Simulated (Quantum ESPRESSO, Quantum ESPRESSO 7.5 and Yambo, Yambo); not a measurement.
# Gap slopes of Diamond (Fd-3m, 2 atoms a cell) from G0W0 (hydrostatic strain)

Aim: the gap of Diamond (Fd-3m, 2 atoms a cell) under hydrostatic strain, by PBE and G0W0.

Main program and level: Quantum ESPRESSO 7.5 and Yambo 5.3.0; PBE and many-body steps on it, plane waves.

### Step 1. Set-up

It takes space group Fd-3m (No. 227, cubic). The conventional cell has a = 3.567 Å, b = 3.567 Å, c = 3.567 Å, α = 90.00°, β = 90.00°, γ = 90.00°. C has 4 C at 1.54 Å nearest.

The cell and positions come from the Crystallography Open Database and are kept as given unless a step says otherwise.

### Step 2. Ground state

This step: Quantum ESPRESSO 7.5; DFT, PBE, plane waves, norm-conserving pseudopotentials.

The ground-state density comes first.

pw.in reads:

```
&control
  calculation = 'scf'
  prefix = 'x'
  outdir = 'o'
  pseudo_dir = 'pseudo'
/
&system
  ibrav = 0
  nat = 2
  ntyp = 1
  ecutwfc = 74.0
  nbnd = 9
  force_symmorphic = .true.
/
&electrons
  conv_thr = 1e-10
  electron_maxstep = 80
  mixing_beta = 0.5
/
ATOMIC_SPECIES
  C 12.011 C.upf
CELL_PARAMETERS angstrom
  -0.0000000000 1.7833700000 1.7833700000
  1.7833700000 -0.0000000000 1.7833700000
  1.7833700000 1.7833700000 0.0000000000
ATOMIC_POSITIONS crystal
  C 0.0000000000 0.0000000000 0.0000000000
  C 0.2500000000 0.2500000000 0.2500000000
K_POINTS automatic
  10 10 10 0 0 0
```

On the command line:

```sh
OMP_NUM_THREADS=1 mpirun -n 4 pw.x -nk 4 -in pw.in > pw.out
```

What it wrote:

```text
Program PWSCF v.7.5 starts

     This program is part of the open-source Quantum ESPRESSO suite
     for quantum simulation of materials; please cite
         "P. Giannozzi et al., J. Phys.:Condens. Matter 21 395502 (2009);
         "P. Giannozzi et al., J. Phys.:Condens. Matter 29 465901 (2017);
         "P. Giannozzi et al., J. Chem. Phys. 152 154105 (2020);
     in publications or presentations arising from this work. More details at
     Message from routine setup:
[...]
The total energy is the sum of the following terms:
     one-electron contribution =       8.24760034 Ry
     hartree contribution      =       1.93189067 Ry
     xc contribution           =      -8.68011289 Ry
     ewald contribution        =     -25.57468850 Ry

     convergence has been achieved in   8 iterations

     XML data file, charge density, pseudopotentials, collected wavefunctions

=------------------------------------------------------------------------------=
   JOB DONE.
=------------------------------------------------------------------------------=
[key lines of the parts left out:]
!    total energy              =     -24.07531038 Ry
```

Elapsed: 2.1 s, on 4 MPI ranks of Arm Neoverse V1, shared host; peak memory 0.17 GiB.

Numbers from this step:

- total energy: -327.5613 eV
- gap: 4.229 eV
- k of the valence top: 0, 0, 0
- k of the conduction bottom: 0, 0.4, 0.4
- least direct gap: 5.626 eV

The gap is indirect, with the least direct gap 1.40 eV higher.

### Step 3. Empty states on the mesh, 6×6×6 mesh, 51 bands

The sums over transitions need many empty states on a uniform mesh; this step solves for them.

pw.in: that of step 2 with these lines changed.

```diff
@@ -1,3 +1,3 @@
 &control
-  calculation = 'scf'
+  calculation = 'nscf'
   prefix = 'x'
@@ -11,3 +11,3 @@
   ecutwfc = 74.0
-  nbnd = 9
+  nbnd = 51
   force_symmorphic = .true.
@@ -15,5 +15,6 @@
 &electrons
-  conv_thr = 1e-10
+  conv_thr = 1e-9
   electron_maxstep = 80
-  mixing_beta = 0.5
+  diago_full_acc = .true.
+  diago_thr_init = 5e-6
 /
@@ -29,2 +30,2 @@
 K_POINTS automatic
-  10 10 10 0 0 0
+  6 6 6 0 0 0
```

What it wrote:

```text
[banner, memory and clock lines left out]
Program PWSCF v.7.5 starts

     Atomic positions and unit cell read from directory:
     o/x.save/

     Message from routine setup:
     using ibrav=0 with symmetry is DISCOURAGED, use correct ibrav instead

     G-vector sticks info

     bravais-lattice index     =            0
     lattice parameter (alat)  =       4.7660  a.u.
     unit-cell volume          =      76.5510 (a.u.)^3
     number of atoms/cell      =            2
     number of atomic types    =            1
     number of electrons       =         8.00
[...]
125.0201 126.9153 132.7306

          k = 0.1179 0.1179-0.1179 (   830 PWs)   bands (ev):

[...]
134.0150 134.0150 135.9775

          k = 0.2357 0.2357-0.2357 (   823 PWs)   bands (ev):

[...]
102.6077 105.4138 110.2469 110.2469 115.0401 118.3646 118.3646 119.8291
   119.8291 120.2772 124.5185 131.5689 132.1936 132.1936 137.9862 137.9862
   138.5155 146.9802 146.9802

          k =-0.3536-0.3536 0.3536 (   832 PWs)   bands (ev):

     [... further k-points ...]

     highest occupied, lowest unoccupied level (ev):    13.3585   17.5657

     XML data file, pseudopotentials, collected wavefunctions
```

Run time: 1.8 s. Hardware: 4 MPI ranks; peak memory 0.05 GiB; 6.9 s of CPU time.

Numbers from this step:

- gap: 4.207 eV
- k of the valence top: 0, 0, 0
- k of the conduction bottom: 0, 0.3333, 0.3333
- least direct gap: 5.626 eV
- k points computed: 16
- lowest point of the top converged band, above the valence top: 119.3721 eV

On this mesh the gap is 4.207 eV.

### Step 4. Conversion and set-up

This step: Yambo 5.3.0; conversion and set-up on PBE, plane waves, norm-conserving pseudopotentials.

The states are converted to the many-body program's format and the q mesh is built.

On the command line:

```sh
(cd o/x.save; p2y > p2y.log; mv SAVE ../..); yambo > setup.log
```

What it wrote:

```text
 Yambo, version 5.3.0

 [02] CORE Variables Setup
 =========================

  [02.01] Unit cells
  ==================

  Cell kind             :  FCC
  Atoms in the cell     :  C
  number of C  atoms    :  2

  List of atomic masses
  Mass of C     :  12.01100

  List of atomic coordinates    : [cc]
  C1       :  0.000000  0.000000  0.000000  order 1
  C2       :  1.685040  1.685040  1.685040  order 2

  Alat factors          :  3.370081  3.370081  3.370081 [a.u.]
  Direct lattice volume :  76.55102 [a.u.]
  Direct lattice vectors:  A[ 1 ]  A[ 2 ]  A[ 3 ]
[...]
Q [ 1]         [rlu]:  0.000000  0.000000  0.000000
 Q [ 2]         [rlu]:  0.39018E-17  0.39018E-17  0.16667
 Q [ 3]         [rlu]:  0.78036E-17  0.78036E-17  0.33333
[...]
Q [ 8]         [rlu]:  0.84430E-16  0.16667     -0.33333
 Q [ 9]         [rlu]: -0.37578E-16  0.16667     -0.16667
 Q [10]         [rlu]:  0.17390E-18  0.33333      0.33333
     [... 4 further rows ...]
 Q [15]         [rlu]:  0.166667  0.333333 -0.333333
 Q [16]         [rlu]:  0.166667 -0.500000 -0.333333

  [03.01] X indexes
  =================

   [03.01.01] Sigma indexes
   ========================

 [06] Game Over & Game summary
```

Elapsed: 1.6 s, on 1 MPI rank; peak memory 0.23 GiB.

### Step 5. G0W0, strain +0 %

Now the one-shot GW correction: screening in the RPA, then the self-energy of the levels asked for.

This step: G0W0 on PBE, plane waves, norm-conserving pseudopotentials.

gw1.in reads:

```
HF_and_locXC
gw0
dyson
ppa
em1d
rim_cut
RandQpts= 1000000
RandGvec= 1 RL
EXXRLvcs= 74 Ry
VXCRLvcs= 296 Ry
Chimod= "HARTREE"
% BndsRnXp
 1 | 51 |
%
NGsBlkXp= 17 Ry
% LongDrXp
 1 | 1 | 1 |
%
% GbndRnge
 1 | 51 |
%
DysSolver= "n"
ExtendOut
PPAPntXp= 27.21138 eV
% QPkrange
 1 | 1 | 3 | 6 |
 10 | 10 | 3 | 6 |
%
```

On the command line:

```sh
OMP_NUM_THREADS=1 mpirun -n 4 yambo -F gw1.in -J gw1 -C gw1 > gw1.log
```

What it wrote:

```text
 Yambo, version 5.3.0

 [02] CORE Variables Setup
 =========================

  [... cell, symmetries and grids as in the set-up ...]

  [02.05] Energies & Occupations
  ==============================

  [X] === General ===
  [X] Electronic Temperature                        :  0.000000  0.000000 [eV K]
  [X] Bosonic    Temperature                        :  0.000000  0.000000 [eV K]
  [X] Finite Temperature mode                       : no
  [X] El. density                                   :  0.70524E+24 [cm-3]
  [X] Fermi Level                                   :  13.35851 [eV]

  [X] === Gaps and Widths ===
  [X] Conduction Band Min                           :  4.207157 [eV]
  [X] Valence Band Max                              :  0.000000 [eV]
  [X] Filled Bands                                  :   4
  [X] Empty Bands                                   :    5   51
  [X] Direct Gap                                    :  5.625541 [eV]
  [X] Direct Gap localized at k                     :  1
  [X] Indirect Gap                                  :  4.207157 [eV]
  [X] Indirect Gap between kpts                     :   1  10
  [X] Last valence band width                       :  7.820920 [eV]
  [X] 1st conduction band width                     :  4.646056 [eV]

 [03] Transferred momenta grid and indexing
 ==========================================

 IBZ Q-points                                      :  16
 BZ  Q-points                                      :  216

 K/Q-points units:
 rlu = crystal or reduced units; cc = cartesian coordinates; iku = interal k-units

 Q [ 1]         [rlu]:  0.000000  0.000000  0.000000
 Q [ 2]         [rlu]:  0.39018E-17  0.39018E-17  0.16667
 Q [ 3]         [rlu]:  0.78036E-17  0.78036E-17  0.33333
[...]
Q [ 8]         [rlu]:  0.84430E-16  0.16667     -0.33333
 Q [ 9]         [rlu]: -0.37578E-16  0.16667     -0.16667
 Q [10]         [rlu]:  0.17390E-18  0.33333      0.33333
     [... 4 further rows ...]
 Q [15]         [rlu]:  0.166667  0.333333 -0.333333
 Q [16]         [rlu]:  0.166667 -0.500000 -0.333333

 [04] Coloumb potential Random Integration (RIM)
 ===============================================

  [04.01] RIM initialization
  ==========================

  * Diagonal components only detected *

  8 x (sBL volume)        :  0.120012 [a.u.]
  sBZ random points       :  1000000
  Points outside the sBZ  :   7968281
  RL volume               :  3.240325 [a.u.]
  Integrated volume       :  3.253224 [a.u.]

  [04.02] RIM integrals
  =====================

  Gamma point sphere radius             :  0.089473 [a.u.]
  Points outside the sphere             :   800476
  [Int_sBZ(q=0) 1/q^2]*(Vol_sBZ)^(-1/3) =:  7.776341
                                 should be <:  7.795600

  Summary of Coulomb integrals for non-metallic bands |Q|[au] RIM/Bare

  Q [1] 0.100000E-4 0.997530 * Q [2] 0.269103 1.067779
[...]
X matrix size                                    :  113
  X band range                                     :    1   51
  X e/h energy range                               : -1.000000 -1.000000 [eV]
  X Time ordering                                  : R
  X Hxc Kernel                                     : HARTREE
  X Drude frequency                                :  0.000000  0.000000
  X poles                                          :  100.0000 [o/o]
  RL vectors in the sum                            :  1211
  [r,Vnl] included                                 : yes
  Field direction                                  :  0.577350E-5  0.577350E-5  0.577350E-5
  BZ energy Double Grid                            : no
  BZ energy DbGd points                            : 0
  BZ Q point size factor                           : -1.000000
  X Optical Averaged directions                    : none

 [07] Local Exchange-Correlation + Non-Local Fock
 ================================================

 [VXC] Plane waves :   6615
 [EXS] Plane waves :   893

 QP @ state[ 1 ] K range:  1  1
 QP @ state[ 1 ] b range:   3   6
 QP @ state[ 2 ] K range:  10  10
 QP @ state[ 2 ] b range:   3   6

 [xc] Functional : Perdew, Burke & Ernzerhof(X)+Perdew, Burke & Ernzerhof(C)
 [xc] LIBXC used to calculate xc functional
  PP Number of Atomic Species                      :  1
  NLCC RL compoments                               :   6615
  PP Number of Atomic Species                      :  1
  NLCC RL compoments                               :   6615

 [xc] E_xc :  -3.558879 [Ha]
      E_xc :  -7.117758 [Ry]

  Local XC kind (lXC) : Perdew, Burke & Ernzerhof(X)+Perdew, Burke & Ernzerhof(C)
  Non-Local XC kind (nlXC) : Hartree-Fock

  Corrections @ K [1] :  [eV]
 <3|nlXC|3> = -19.24096  0.84790E-17 <3|lXC|3> = -16.96357  0.94408E-16
 <4|nlXC|4> = -19.24097  0.12254E-16 <4|lXC|4> = -16.96357  0.94408E-16
 <5|nlXC|5> = -9.555510  0.36457E-18 <5|lXC|5> = -15.64322  0.27106E-16
[...]
Corrections @ K [10] :  [eV]
[...]
<5|nlXC|5> = -8.855406  0.11678E-17 <5|lXC|5> = -14.28280  0.27843E-16
 <6|nlXC|6> = -7.081380  0.77923E-18 <6|lXC|6> = -13.23071 -0.94408E-16

 [08] Dyson equation: Newton solver
 ==================================

  [08.01] G0W0 (W PPA)
  ====================

  [  GW  ] Bands range     :    1   51
  [GW/PPA] G damping       :  0.100000 [eV]

  QP @ state[ 1 ] K range:  1  1
  QP @ state[ 1 ] b range:   3   6
  QP @ state[ 2 ] K range:  10  10
  QP @ state[ 2 ] b range:   3   6

   Sc/G bands                                       :    1   51
   Sc/G damping                                     :  0.100000 ev
   Sc bands terminator                              : no
   Sx RL components                                 :   893

   QP @ state[ 1 ] K range                          :  1  1
   QP @ state[ 1 ] b range                          :   3   6
   QP @ state[ 2 ] K range                          :  10  10
   QP @ state[ 2 ] b range                          :   3   6
   GF energies kind                                 : Perdew, Burke & Ernzerhof(X)+Perdew, Burke & Ernzerhof(C)
   GF WF`s kind                                     : Perdew, Burke & Ernzerhof(X)+Perdew, Burke & Ernzerhof(C)
   Xs energies kind                                 : Perdew, Burke & Ernzerhof(X)+Perdew, Burke & Ernzerhof(C)
   Xs WF`s kind                                     : Perdew, Burke & Ernzerhof(X)+Perdew, Burke & Ernzerhof(C)

 [11] Game Over & Game summary
```

Elapsed: 24 s, on 4 MPI ranks; peak memory 1.1 GiB; 92 s of CPU time.

Numbers from this step:

```yaml
g0w0_gap_on_the_points_computed: 5.507 eV
starting_gap_on_the_mesh: 4.207 eV
k_of_the_valence_top: 0, 0, 0
k_of_the_conduction_bottom: 0, 0.3333, 0.3333
least_direct_g0w0_gap_on_the_computed_points: 7.392 eV
z_at_the_valence_top: 0.8307
z_at_the_conduction_bottom: 0.8401
```

The gap on the mesh goes from 4.21 eV to 5.51 eV, a correction of +1.30 eV. The start differs from the 4.23 eV found before because the two sample other k points.

### Step 6. G0W0, strain -1 %

The cell differs from the one that the last finished run ended in (a 2.522 → 2.497 Å, b 2.522 → 2.497 Å, c 2.522 → 2.497 Å).

gw2.in, as its differences from gw1.in of step 5:

```diff
@@ -14,3 +14,3 @@
 %
-NGsBlkXp= 17 Ry
+NGsBlkXp= 113 RL
 % LongDrXp
```

On the command line:

```sh
OMP_NUM_THREADS=1 mpirun -n 4 yambo -F gw2.in -J gw2 -C gw2 > gw2.log
```

What it wrote:

```text
 Yambo, version 5.3.0

 [02] CORE Variables Setup
 =========================

  [... cell, symmetries and grids as in the set-up ...]

  [02.05] Energies & Occupations
  ==============================

  [X] === General ===
  [X] Electronic Temperature                        :  0.000000  0.000000 [eV K]
  [X] Bosonic    Temperature                        :  0.000000  0.000000 [eV K]
  [X] Finite Temperature mode                       : no
  [X] El. density                                   :  0.72683E+24 [cm-3]
[...]
QP @ state[ 1 ] b range                          :   3   6
   QP @ state[ 2 ] K range                          :  10  10
   QP @ state[ 2 ] b range                          :   3   6
   GF energies kind                                 : Perdew, Burke & Ernzerhof(X)+Perdew, Burke & Ernzerhof(C)
   GF WF`s kind                                     : Perdew, Burke & Ernzerhof(X)+Perdew, Burke & Ernzerhof(C)
   Xs energies kind                                 : Perdew, Burke & Ernzerhof(X)+Perdew, Burke & Ernzerhof(C)
   Xs WF`s kind                                     : Perdew, Burke & Ernzerhof(X)+Perdew, Burke & Ernzerhof(C)

 [11] Game Over & Game summary
```

Elapsed: 24 s, on 4 MPI ranks; peak memory 1.1 GiB; 92 s of CPU time.

This step gave:

* G0W0 gap on the points computed: 5.590 eV
* starting gap on the mesh: 4.277 eV
* k of the valence top: 0, 0, 0
* k of the conduction bottom: 0, 0.3333, 0.3333
* least direct G0W0 gap on the computed points: 7.494 eV

The gap on the mesh goes from 4.28 eV to 5.59 eV, a correction of +1.31 eV.

Ground state, empty states and screening of this cell were made anew, as for the first cell; those steps are not shown. 

[end of part 1 of 2]

[Paths, hosts, dates, memory and timing lines, banners, echoed tables and standing remarks are left out of the program output.]

[Logs are printed without paths, hosts, clocks, repeated set-up lines and the standing remarks that a program may print on its own settings, such as how far it seeks lower states.]

[Runs of the session that timed out or met a known fault of the program may be left out.]

[Hosts, paths, dates, database ids (printed as entryN), source tags and the programs' standing remarks are cut or masked in the printed files.]
